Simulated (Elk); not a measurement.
Planning a run of Elk 11.2.3 (patched build) on KCdF3 (Pm-3m). The input:

```
tasks
  185
  186
  187

xctype
  22

rgkmax
  8.5

gmaxvr
  18.0

lmaxapw
  10

lmaxo
  8

nxlo
  2

lorbcnd
  .true.

autolinengy
  .true.

tshift
  .false.

ngridk
  4 4 4

vkloff
  0.05 0.15 0.25

nempty
  10

swidth
  0.00551

scissor
  0.13734

gmaxrf
  2.5

wplot
  349 100 0
  0.0 0.6428

optcomp
  1 1
  2 2
  3 3

nvbse
  4

ncbse
  4

sppath
  './'

avec
  8.2809481015 0.0000000000 0.0000000000
  0.0000000000 8.2809481015 0.0000000000
  0.0000000000 0.0000000000 8.2809481015

atoms
  3
  'K.in'
  1
  0.0000000000 0.0000000000 0.0000000000
  'Cd.in'
  1
  0.5000000000 0.5000000000 0.5000000000
  'F.in'
  3
  0.0000000000 0.5000000000 0.5000000000
  0.5000000000 0.0000000000 0.5000000000
  0.5000000000 0.5000000000 0.0000000000
```

```sh
OMP_NUM_THREADS=4 elk > log
```

Estimate wall time and host memory on 4 threads of Arm Neoverse N1, shared host.

It took 6.2 min; on shared hardware allow 3.1 min to 12 min. Peak host memory was 0.39 GiB.

The kernel grows as the square of the matrix size, and full diagonalisation as its cube.

[Paths, hosts, dates, memory and timing lines, banners, echoed tables and standing remarks are left out of the program output.]

[Logs are printed without paths, hosts, clocks, repeated set-up lines and the standing remarks that a program may print on its own settings, such as how far it seeks lower states.]

[Runs of the session that timed out or met a known fault of the program may be left out.]

[Hosts, paths, dates, database ids (printed as entryN), source tags and the programs' standing remarks are cut or masked in the printed files.]
